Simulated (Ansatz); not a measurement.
# Decaying states in the gap of RbYF4, part 2 of 2

Aim: relax a made-up compound, RbYF4, and see how good a tunnel barrier it would be. It is built by putting Rb for Na in the NaYF4 structure of space group P4/mmm, with the volume rescaled by atomic radii. The parent structure comes from the Materials Project.

Ansatz 0.2.0; LDA DFT, plane waves, PAW files (the session's first sound run).

So far, gap on path (eV): step 3 (band edges) 6.11.

The structure was built from a prototype and need not be the compound's stable phase.

### 5. Band edges at another level

This step: PBEsol DFT, plane waves, PAW files (Ansatz 0.2.0).

The edges again with PBEsol, at the same atoms.

input.yaml reads:

```yaml
crystal:
  lattice:
    - [3.7779349392, 0.0, 0.0]
    - [0.0, 3.7779349392, 0.0]
    - [0.0, 0.0, 6.3664044426]
  atoms:
    - { symbol: Rb, position: [0.0, 0.0, 0.0] }
    - { symbol: "Y", position: [0.5, 0.5, 0.5] }
    - { symbol: F, position: [0.5, 0.0, 0.6949269137] }
    - { symbol: F, position: [0.0, 0.5, 0.3050730863] }
    - { symbol: F, position: [0.5, 0.0, 0.3050730863] }
    - { symbol: F, position: [0.0, 0.5, 0.6949269137] }
kpoints:
  mp_grid: { grid: [6, 6, 4] }
  band_path: { path: [VBM, CBM], npoints: 30 }
scf:
  occupations: { method: fixed }
hamiltonian:
  xc: pbesol
output:
  eigenvalues: true
```

Command:

```bash
$ ansatz run input.yaml --threads 2 --pin off --max-ram 4096MiB --backend cpu --events-out ev --progress --plain --runs-dir out
```

Elapsed: 7 s, on 2 threads of Arm Neoverse V2, shared host; peak memory 0.36 GiB.

Numbers from this step:

| Quantity | Value |
| --- | --- |
| free energy | -10224.7077 eV |
| Fermi energy | 4.029 eV |
| gap on the k-mesh | 6.369 eV |
| gap on path | 6.369 eV, by band count; negative where bands overlap |
| direct gap on path | 6.831 eV |

Electronic bands along the path, in eV, zero at the Fermi level (highest filled level under fixed occupations); v1 is the highest filled band, c1 the lowest empty one:

```
  point     v4     v3     v2     v1    c1    c2
    VBM  -1.10  -0.80  -0.20   0.00  6.83  7.46
halfway  -0.87  -0.71  -0.53  -0.36  7.30  7.90
    CBM  -0.60  -0.60  -0.59  -0.59  6.37  7.44
```

The searched edges give 6.37 eV, as on the mesh.

Between step 3 and this run (PBEsol) the value for the gap on path moves from 6.11 eV to 6.37 eV.

### 6. Complex bands at another level

This step: PBEsol DFT, plane waves, PAW files; complex bands by layer matching along the plane's normal (Ansatz 0.2.0).

The complex bands at that level, over its own gap, at (0, 0) and (-0.5, -0.0208).

input.yaml reads:

```yaml
crystal:
  lattice:
    - [3.777934939, 0.0, 0.0]
    - [0.0, 6.366404443, 0.0]
    - [0.0, 0.0, 3.777934939]
  atoms:
    - { symbol: Rb, position: [0.0, 0.0, 0.0] }
    - { symbol: "Y", position: [0.5, 0.5, 0.5] }
    - { symbol: F, position: [0.0, 0.6949269137, 0.5] }
    - { symbol: F, position: [0.5, 0.3050730863, 0.0] }
    - { symbol: F, position: [0.0, 0.3050730863, 0.5] }
    - { symbol: F, position: [0.5, 0.6949269137, 0.0] }
kpoints:
  mp_grid: { grid: [6, 4, 6] }
scf:
  occupations: { method: fixed }
hamiltonian:
  xc: pbesol
output:
  eigenvalues: true
  transmission:
    leads: [[0, 0]]
    kpoints: [[0.0, 0.0], [-0.5, -0.0208]]
    e_range: [-1.0, 7.37]
    de: 0.21
```

Wall time 28 s (2 threads); peak memory 0.61 GiB; 45 s of CPU time.

Numbers from this step:

| Item | Value |
| --- | --- |
| level to which the leads are filled | 3.184 eV from the Fermi level |
| decay constant at the filling level, zone centre | 0.5208 Å⁻¹ |
| decay constant at the filling level, slowest listed point | 0.5208 Å⁻¹ |

K parallel (0, 0); values up to 1.5 1/Å, a degenerate pair printed once or twice; energies at which all values exceed this have no row. Im kz of the slowest decaying states against energy, zero at the highest filled level on the SCF mesh:

```
energy (eV)  decay 1 (Å⁻¹)  decay 2 (Å⁻¹)  decay 3 (Å⁻¹)  decay 4 (Å⁻¹)
      -1.00          0.542          0.587          0.592          0.771
      -0.58         0.0720         0.0810         0.0850         0.0999
      -0.16          0.306          0.423          0.471          0.496
       0.05          0.358          0.496          0.558          0.575
       0.26          0.398          0.550          0.628          0.636
       0.68          0.454          0.630          0.686          0.724
       1.10          0.491          0.686          0.696          0.730
       1.52          0.514          0.702          0.727          0.731
       1.94          0.528          0.705          0.728          0.758
       2.36          0.533          0.705          0.722          0.781
       2.78          0.530          0.703          0.713          0.798
       3.20          0.521          0.698          0.702          0.810
       3.41          0.514          0.694          0.696          0.814
       3.83          0.494          0.683          0.684          0.818
       4.25          0.467          0.668          0.672          0.795
       4.67          0.432          0.651          0.656          0.768
       5.09          0.388          0.632          0.636          0.736
       5.51          0.329          0.609          0.610          0.699
       5.93          0.244          0.577          0.580          0.655
       6.35         0.0528          0.532          0.540          0.605
       6.77          0.462          0.468          0.555          0.708
       7.19          0.281          0.315          0.509          0.674
```

K parallel (-0.5, -0.0208); values up to 1.5 1/Å, a degenerate pair printed once or twice; energies at which all values exceed this have no row. Im kz of the slowest decaying states against energy, zero at the highest filled level on the SCF mesh:

```
energy (eV)  decay 1 (Å⁻¹)  decay 2 (Å⁻¹)  decay 3 (Å⁻¹)  decay 4 (Å⁻¹)
      -1.00         0.0212          0.343          0.630           1.11
      -0.37          0.319          0.406          0.651          0.670
       0.05          0.145          0.366          0.419          0.640
       0.26          0.319          0.455          0.505          0.718
       0.68          0.491          0.509          0.808          0.812
       1.31          0.564          0.638          0.773          0.826
       1.94          0.601          0.729          0.754          0.781
       2.57          0.626          0.738          0.750          0.773
       3.20          0.640          0.717          0.719          0.738
       3.62          0.645          0.692          0.705          0.714
       4.25          0.645          0.678          0.679          0.852
       4.88          0.589          0.635          0.641          0.644
       5.51          0.511          0.598          0.600          0.618
       5.93          0.442          0.559          0.570          0.600
       6.56          0.268          0.474          0.521          0.563
       7.19          0.241          0.373          0.464          0.509
```

At the listed wavevectors the last open channel is at -0.16 eV and the next at +6.56 eV on the grid, wider than the gap, since narrow bands can fall between grid energies. At +3.20 eV, the grid energy nearest the filling level (the middle of the gap on the SCF mesh), the slowest state at the listed wavevectors decays with κ = 0.521 Å⁻¹, its amplitude falling by e over 1.9 Å; the first such run, plane (100), gave 0.512 Å⁻¹ over as many of its listed wavevectors.

### 7. Outcome

```
band gap                                         : 6.11 eV
least decay constant at mid-gap, normal to (100) : 0.512 Å⁻¹
least decay constant, PBEsol                     : 0.521 Å⁻¹
```

With LDA, the slowest decay at the wavevectors tried is κ = 0.512 Å⁻¹, normal to (100). Through such a film the transmission near mid-gap falls as exp(−2κd), a factor of ten every 2.2 Å. A free electron under a barrier of half the gap would need a mass of 0.33 mₑ to decay at this rate. With PBEsol the gap goes from 6.11 to 6.37 eV and the decay constant, over the first 2 listed wavevectors, from 0.512 to 0.521 Å⁻¹. The compound is made up by substitution; its stability against other phases and against distortions of the cell's symmetry was not tested. A semilocal functional narrows gaps, so real decay constants are likely larger.

[Logs are printed without paths, hosts, clocks, repeated set-up lines and the standing remarks that a program may print on its own settings, such as how far it seeks lower states.]

[Hosts, paths, dates, database ids (printed as entryN), source tags and the programs' standing remarks are cut or masked in the printed files.]
